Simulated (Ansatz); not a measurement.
**What do other settings change for amorphous Si (132 atoms)?**

Density of this cell: 2.26 g/cm³. The cell holds 132 atoms: 132 Si. Cell: a = 13.966 Å, b = 13.966 Å, c = 13.966 Å, α = 90.0°, β = 90.0°, γ = 90.0°. 132 atoms (132 Si) placed at random at 2.26 g/cm³, melted at 2500 K for 20 ps at fixed volume with the modified Tersoff potential (Kumagai, Izumi, Hara and Sakai, Comput. Mater. Sci. 39, 457 (2007)). Quenched from 2500 K to 300 K at 20 K/ps and fixed volume, held 5 ps. The starting density is a measured one.

Geometry: as built.

Reference run: Kohn-Sham DFT, PBE, PAW (set soft_2), plane waves (Ansatz 0.2.0), cutoff 420 eV, Γ point, fermi-dirac smearing of 0.05 eV.

| Property | Result |
| --- | --- |
| r.m.s. force component | 0.4758 eV/Å |
| pressure | -0.4375 GPa |
| spacing of highest filled and lowest empty level | 0.0926 eV |
| SCF cycles | 10 |
| time | 40 s on 4 threads of Arm Neoverse V2, shared host |

Variants, in no order:
A. support functions medium, spacing 0.334 Å
B. support functions medium, spacing 0.231 Å
C. support functions medium, spacing 0.463 Å
D. support functions high

**Question.** Rank the variants by how far their forces lie from the reference's, least first.

D, B, A, C.

```
                                     variant  Δ force, r.m.s. (meV/Å)  share of r.m.s. force (%)
                   D. support functions high                     0.09                     0.0188
B. support functions medium, spacing 0.231 Å                    0.251                     0.0528
A. support functions medium, spacing 0.334 Å                    0.626                      0.132
C. support functions medium, spacing 0.463 Å                     8.79                       1.85
```

[Logs are printed without paths, hosts, clocks, repeated set-up lines and the standing remarks that a program may print on its own settings, such as how far it seeks lower states.]

[Hosts, paths, dates, database ids (printed as entryN), source tags and the programs' standing remarks are cut or masked in the printed files.]
